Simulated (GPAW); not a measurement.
# Foreign atoms in a relaxed Pd chain: which ones block the current?

One atom thick, a chain of Pd offers 4 channels a spin at the Fermi level. How much of the current survives when a foreign atom sits in the chain or at its side?

Set-up. GPAW 26.7.0 in a basis of numerical atomic orbitals with PAW setups; lead and junction are solved self-consistently in repeated cells 9 Å or more across, their Hamiltonian and overlap matrices go into Green's functions with semi-infinite leads (ASE), and T is the Landauer transmission at zero bias, at the junction cell's Fermi level, for one spin or as the mean of both where a run is spin-polarised. Basis dzp and PBE unless a column says otherwise. The atoms between the held lead ends were first relaxed in the dzp basis, within the symmetry of the start (GPAW, PBE, forces under 0.05 eV/Å; an orbital basis tends to overbind); the leads kept an estimated spacing and the cell its length.

Results:

```
atom                              place  T, dzp  T, minimal basis
  Cl  in line, replacing one chain atom    2.96              2.95
   C                        two in line    2.79              2.91
  Cu  in line, replacing one chain atom    2.73              2.56
  Ti                    beside one bond    1.18              1.07
  Al  in line, replacing one chain atom    1.08              1.08
```

**Answer.** T at the Fermi level runs from 2.96 (Cl in line) down to 1.08 (Al in line), against 4 open channels a spin in the clean chain. The minimal basis misses the dzp value by a median factor of 1.04 and by 1.1 at worst, to be set beside the factor of 2.74 between the ends of the table.

What the numbers leave out: An evenly spaced straight chain is an idealisation of an electrode: free chains dimerise or zigzag, and their density of states has sharper edges than a bulk metal's. Once the lead is aligned to the junction's end layer, its own Fermi level lies within 0.01 eV of the zero used here in the dzp runs. No run was spin-polarised, so magnetic states weren't tested. Element, place and number of foreign atoms change together from row to row, so the order can't be credited to the element alone. T at one energy can sit on the flank of a resonance and move with small shifts of the Fermi level. Junctions whose dzp lead is shut at the Fermi level or whose end layer misses the lead by over 0.25 eV were left out, as were H in line (its neighbours overlap directly) and, where atoms were relaxed, moves over 0.6 Å, which change the site.

[Logs are printed without paths, hosts, clocks, repeated set-up lines and the standing remarks that a program may print on its own settings, such as how far it seeks lower states.]
